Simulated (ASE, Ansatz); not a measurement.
# Structural relaxation of twisted Ti3C2O2 MXene bilayer, 27.80° (182 atoms), part 2 of 2

How does twisted Ti3C2O2 MXene bilayer, 27.80° (182 atoms) relax, and what do bonds, charges and levels look like afterwards?

Ansatz 0.2.0; Kohn-Sham DFT, PBE+D4, PAW (set soft_2), plane waves.

The cell: 78 Ti, 52 C and 52 O. The main run has no spin polarisation.

So far. Step 3 (Relaxation): The relaxation changed the energy by -4.09 meV/atom, and atoms moved by 0.031 Å r.m.s., 0.067 Å at most.

### Step 5. Single point at the relaxed geometry

The electronic structure is read at the final geometry, in a run of its own.

input.yaml

```yaml
crystal:
  lattice:
    - [10.9609, 0.0, 0.0]
    - [-5.48045, 9.49242, 0.0]
    - [0.0, 0.0, 30.65]
  atoms:
    - { symbol: Ti, position: [0.99993, 1.0e-05, 0.34157] }
    - { symbol: C, position: [0.12822, 0.17957, 0.38222] }
    - { symbol: C, position: [0.1794, 0.05131, 0.30102] }
    - { symbol: Ti, position: [0.1795, 0.05137, 0.42483] }
    - { symbol: Ti, position: [0.12819, 0.17956, 0.2583] }
    - { symbol: O, position: [0.99993, 2.0e-05, 0.45377] }
    - { symbol: O, position: [0.0, 3.0e-05, 0.22905] }
    - { symbol: Ti, position: [0.07688, 0.30771, 0.34163] }
    - { symbol: C, position: [0.20498, 0.48715, 0.38223] }
    - { symbol: C, position: [0.25635, 0.35902, 0.30101] }
    - { symbol: Ti, position: [0.25624, 0.35896, 0.42506] }
    - { symbol: Ti, position: [0.20509, 0.48724, 0.25834] }
    - { symbol: O, position: [0.0768, 0.30773, 0.45417] }
    - { symbol: O, position: [0.07685, 0.30768, 0.22906] }
    - { symbol: Ti, position: [0.15378, 0.61542, 0.34162] }
    - { symbol: C, position: [0.282, 0.79495, 0.38223] }
    - { symbol: C, position: [0.3333, 0.66667, 0.30102] }
    - { symbol: Ti, position: [0.33321, 0.66669, 0.42478] }
    - { symbol: Ti, position: [0.28205, 0.79493, 0.25833] }
    - { symbol: O, position: [0.15385, 0.61583, 0.45402] }
    - { symbol: O, position: [0.15382, 0.61545, 0.22906] }
    - { symbol: Ti, position: [0.23063, 0.92305, 0.34163] }
    - { symbol: C, position: [0.35888, 0.10257, 0.38222] }
    - { symbol: C, position: [0.41022, 0.97439, 0.30101] }
    - { symbol: Ti, position: [0.41011, 0.97436, 0.4248] }
    - { symbol: Ti, position: [0.35898, 0.10263, 0.25836] }
    - { symbol: O, position: [0.2307, 0.92308, 0.45416] }
    - { symbol: O, position: [0.23069, 0.9231, 0.22907] }
    - { symbol: Ti, position: [0.30758, 0.2308, 0.34164] }
    - { symbol: C, position: [0.43581, 0.41027, 0.38225] }
    - { symbol: C, position: [0.48709, 0.28205, 0.30103] }
    - { symbol: Ti, position: [0.48708, 0.28211, 0.4249] }
    [... 144 atom lines left out ...]
    - { symbol: C, position: [0.89739, 0.64093, 0.69891] }
    - { symbol: C, position: [0.94865, 0.8204, 0.61769] }
    - { symbol: Ti, position: [0.9487, 0.8205, 0.74159] }
    - { symbol: Ti, position: [0.89735, 0.64104, 0.57487] }
    - { symbol: O, position: [0.07688, 0.76919, 0.77085] }
    - { symbol: O, position: [0.07713, 0.76926, 0.54573] }
kpoints:
  mp_grid: { grid: [2, 2, 1] }
hamiltonian:
  xc: pbe
  dispersion: d4
scf:
  occupations: { method: fermi_dirac, width: 0.05 }
output:
  forces: true
  populations: true
  dos:
    method: { smearing: { sigma: 0.08 } }
    de: 0.1
    projected: { site_lists: { C: [C], O: [O], Ti: [Ti] } }
  eigenvalues: true
  write_density: true
  write_potential: true
  volumetric_format: npy
  elf: true
```

Started as:

```
$ ansatz run input.yaml --threads 32 --pin off --max-ram 143360MiB --backend cuda --events-out ev --progress --plain --runs-dir out
```

Numbers of over 12 decimals in the logs are rounded to 6 here.

What it wrote:

```text
[...]
GPU FFT provider: cuFFT
GPU libraries: cuBLAS 13.8.1, cuFFT 12.4.0, cuSOLVER 12.3.2
[...]
Crystal: 182 atoms, lattice volume = 3188.994 Å³
Basis set: ecut = 420 eV, 62335 PW (Γ), exchange–correlation on 150×150×432 points (8 copies of the dense FFT grid, shifted against one another)
Bands: 910, of which v1, the nominal top of the filled ones, is band 728 counted from 1 (727 counted from 0)
Symmetry: 1 space group operations
[...]
k-points: 4
[...]
GPU buffer pool allocated for 1215000 grid points (all kernels)
[...]
SCF iter   1: F=—  HF=-237747.647239 eV  |F-HF|=—  |Δ(HF+E_count)|=         —  Δρ=6.50e-3  dr2=5.68e0  ethr=1.77e-3  ⟨swp⟩=6.0  Hψ=15330  notcnv=0  defer=175
[...]
SCF iter  10: F=-237747.140076 eV  HF=-237747.140076 eV  |F-HF|=5.52e-7  |Δ(HF+E_count)|=   7.63e-7  Δρ=1.87e-6  dr2=6.19e-8  ethr=6.87e-12  ⟨swp⟩=18.5  Hψ=31799  notcnv=0
SCF 1 converged in 10 iterations: F = -237747.140076 eV  dr2 = 6.19e-8
[...]
WARN: The output density's exchange-correlation potential varies sharply where the density is thin. Do not read a vacuum level from v_tot or v_xc, or from such a field of the output density. On a cell that repeats whose density bears no net charge and no dipole along the vacuum's axis use v_es (v_loc + v_h of the components); [...]
SCF converged after 10 iterations
Free energy (F): -237747.140076 eV
[...]
Internal energy: -237746.979004 eV  (E = F + TS)
E sigma→0 (E₀):  -237747.059540 eV
Entropy (-TS):   -0.161072 eV (-0.885 meV/atom)
Fermi energy:    5.205441 eV
[...]
--- Forces (eV/Å), atoms counted from 1 ---
[... 182 lines of forces left out ...]
  max |Σ_I F_I| component: 8.67e-6 eV/Å
--- Band table (eV) ---
[... left out ...]
--- Löwdin populations: 182 sites ---
  site symbol       q [e]
[... 182 lines, one an atom, left out ...]
  spilling = 0.003365 (of n_electrons = 1456.000000)
```

Elapsed: 7.8 s, on 1 × NVIDIA GB200 with 32 threads of Arm Neoverse V2, shared host; peak memory 6.3 GiB; 43 s of CPU time.

That memory is the host's; the program planned up to 55.1 GiB on the GPU.

The program notes that the exchange-correlation potential is rough where the density is thin.

The run gave:

```yaml
free_energy: -237747.1401 eV
free_energy_per_atom: -1306.3030 eV/atom
scf_cycles: 10
r_m_s_force_component: 0.00458 eV/Å
longest_force: 0.02261 eV/Å
fermi_energy: 5.205 eV
levels_partly_filled_by_over_2_per_cent: 20
potential_in_mid_vacuum_over_the_fermi_level: 5.88 eV
potential_4p5_a_over_the_upper_face: 5.882 eV
potential_4p5_a_under_the_lower_face: 5.879 eV
spilling_of_the_projection: 0.003365
```

Löwdin charges by element (they lack the spilled electrons, 0.027 e an atom on average):

```
element  coordination  atoms  mean charge (e)  spread   least    most
      C           all     52           -0.849  9.0e-4  -0.850  -0.847
      O           all     52           -0.606  0.0019  -0.608  -0.601
     Ti           all     78             1.03   0.123   0.859    1.12
```

By region:

| region | atoms | mean length of the force (eV/Å) |
| --- | --- | --- |
| layer 1 | 91 | 0.007 |
| layer 2 | 91 | 0.006 |

Density of states as counts of states in windows of 0.5 eV (from the Fermi level), total and some projections:

```csv
from (eV),to (eV),total,Ti d,O p,C p,C s
-10,-9.5,40.8,9.4,0.3,0.4,27.5
-9.5,-9,8.4,1.3,0.1,0.0,6.5
-9,-6.5,0.0,0.0,0.0,0.0,0.0
-6.5,-6,3.1,0.8,1.1,0.7,0.0
-6,-5.5,44.8,11.3,22.4,6.3,0.5
-5.5,-5,61.7,14.8,37.8,4.9,0.5
-5,-4.5,103.6,26.0,56.0,15.4,1.2
-4.5,-4,100.0,19.7,63.7,11.8,0.8
-4,-3.5,39.6,10.4,15.1,11.8,0.3
-3.5,-3,47.4,16.2,10.5,18.2,0.6
-3,-2.5,61.8,22.3,11.8,24.9,0.7
-2.5,-2,67.6,24.8,11.6,29.2,0.3
-2,-1.5,29.2,9.2,5.5,13.7,0.1
-1.5,-1,47.8,15.6,7.2,23.4,0.3
-1,-0.5,8.3,3.4,0.7,4.0,0.0
-0.5,0,9.7,3.4,2.4,3.4,0.0
0,0.5,10.5,7.3,1.8,1.2,0.1
0.5,1,32.9,24.2,3.7,4.2,0.1
1,1.5,65.0,55.0,4.8,3.6,0.4
1.5,2,53.9,47.1,2.6,3.2,0.4
```

The curve was stored every 0.100 eV, coarse against its broadening of 0.08 eV, so these counts are rough.

Between -26 and -10 eV lie 159 more states.

About 623 of the 1456 electrons lie in deeper levels, below the stored range.

Not all projections were asked for or kept, so they needn't add up to the total.

The levels nearest the highest filled one (over half full), pooled over k-points and spins:

```
level less the highest filled one (eV)  occupation
                               -9.0e-4        1.40
                               -6.0e-4         1.4
                               -5.0e-4         1.4
                               -3.0e-4        1.40
                               -1.0e-4        1.40
                                     0        1.40
                                0.0571       0.848
                                 0.206       0.072
                                 0.206       0.072
                                 0.206       0.072
                                 0.206       0.072
                                 0.207       0.071
```

Planar average of the electrostatic potential energy along the normal, with the Fermi level as zero, after a running mean with a triangular window 4 Å wide at its base:

```
height (Å)  potential energy (eV)
       0.0                   5.88
       0.9                   5.88
       1.7                   5.88
       2.6                   5.88
       3.5                   5.88
       4.4                   5.80
       5.3                   4.69
       6.1                   0.95
       7.0                  -4.66
       7.8                  -8.44
       8.7                  -9.03
       9.6                  -8.65
      10.5                  -8.78
      11.4                  -8.67
      12.2                  -9.02
      13.1                  -8.63
      13.9                  -5.22
      14.8                  -0.30
      15.8                   0.23
      16.6                  -4.38
      17.5                  -8.31
      18.3                  -9.06
      19.2                  -8.71
      20.0                  -8.77
      20.9                  -8.65
      21.9                  -8.99
      22.7                  -8.72
      23.6                  -5.49
      24.4                   0.08
      25.3                   4.28
      26.1                   5.75
      27.0                   5.88
      28.0                   5.88
      28.8                   5.88
      29.7                   5.88
      30.5                   5.88
```

Mean Löwdin charges: C -0.85, O -0.61, Ti +1.03 e (they miss 0.34 % of the electrons, so they add up to more than the cell's charge). The potential stands 5.88 eV above the Fermi level over the upper face and 5.88 eV under the lower one, a reading of the work function, with no dipole correction.

The surroundings of Ti8, whose charge lies farthest from its element's mean, nearest first, numbered as they follow in the input and with coordinates relative to it.

| atom | x | y | z | distance (Å) | bonds | Löwdin charge (e) |
| --- | --- | --- | --- | --- | --- | --- |
| Ti8 | 0.00 | 0.00 | 0.00 | 0.00 | 6 | 0.86 |
| C9 | 0.42 | 1.70 | 1.24 | 2.15 | 6 | -0.85 |
| C72 | -1.69 | -0.49 | 1.24 | 2.15 | 6 | -0.85 |
| C2 | 1.26 | -1.22 | 1.24 | 2.15 | 6 | -0.85 |
| C10 | 1.69 | 0.49 | -1.25 | 2.15 | 6 | -0.85 |
| C80 | -1.26 | 1.22 | -1.25 | 2.15 | 6 | -0.85 |
| C73 | -0.42 | -1.70 | -1.25 | 2.15 | 6 | -0.85 |
| Ti29 | 2.95 | -0.73 | 0.00 | 3.04 | 6 | 0.86 |

The column of bonds counts only the pairs Ti-C within 2.58 Å, Ti-O within 2.38 Å; other neighbours, such as metal atoms beside each other in a compound, aren't counted, and periodic images can show an atom twice.

### Step 6. A run with a doubtful setting

The input is spoilt on purpose; the run shows how that looks.

input.yaml

```yaml
crystal:
  lattice:
    - [10.9609, 0.0, 0.0]
    - [-5.48045, 9.49242, 0.0]
    - [0.0, 0.0, 30.65]
  atoms:
    [... the 182 atom lines of step 2 ...]
kpoints:
  mp_grid: { grid: [2, 2, 1], kspacing: 0.3 }
hamiltonian:
  xc: pbe
  dispersion: d4
scf:
  occupations: { method: fermi_dirac, width: 0.05 }
  max_iter: 50
output:
  forces: true
```

What it wrote:

```text
Error: invalid value for `kpoints.mp_grid.kspacing`: mutually exclusive with `grid` — set one or the other
```

Elapsed: 0.04 s, on 32 threads; peak memory 0.09 GiB.

The input was rejected at the start.

The program's message: “Error: invalid value for `kpoints.mp_grid.kspacing`: mutually exclusive with `grid` — set one or the other”

The fault in the input: both a k-mesh and a spacing (kpoints.mp_grid.kspacing = 0.3). The fix is to take out kpoints.mp_grid.kspacing.

### Step 7. Outcome

```yaml
energy_change_in_the_relaxation: -4.093 meV/atom
r_m_s_displacement: 0.031 Å
largest_displacement: 0.067 Å
free_energy_per_atom: -1306.3030 eV/atom
r_m_s_force_component: 0.00458 eV/Å
potential_in_mid_vacuum_over_the_fermi_level: 5.88 eV
wall_time_of_the_3_dft_runs: 27 s
```

What this shows: Relaxation lowers the energy by 4.09 meV/atom and moves atoms by 0.031 Å r.m.s.; the r.m.s. force component goes from 0.25 to 0.0046 eV/Å. By the final cutoffs no bond was broken or made. First to last step the energy falls by 0.745 eV; the largest move, 0.07 Å, is that of C66. The Ti-O bonds go from 1.972 Å (spread 0.013) to 1.971 Å (spread 0.002). With the cutoffs above, all C atoms have 6, all O atoms have 3 and all Ti atoms have 6 bonded neighbours. 20 levels are partly filled, by over 2 % (on the run's k-points): no clear gap opens at this level. Levels of broken or missing bonds inside a gap of the host would look the same. The potential stands 5.88 eV above the Fermi level over the upper face and 5.88 eV under the lower one, a reading of the work function, with no dipole correction.

[Logs are printed without paths, hosts, clocks, repeated set-up lines and the standing remarks that a program may print on its own settings, such as how far it seeks lower states.]

[Hosts, paths, dates, database ids (printed as entryN), source tags and the programs' standing remarks are cut or masked in the printed files.]
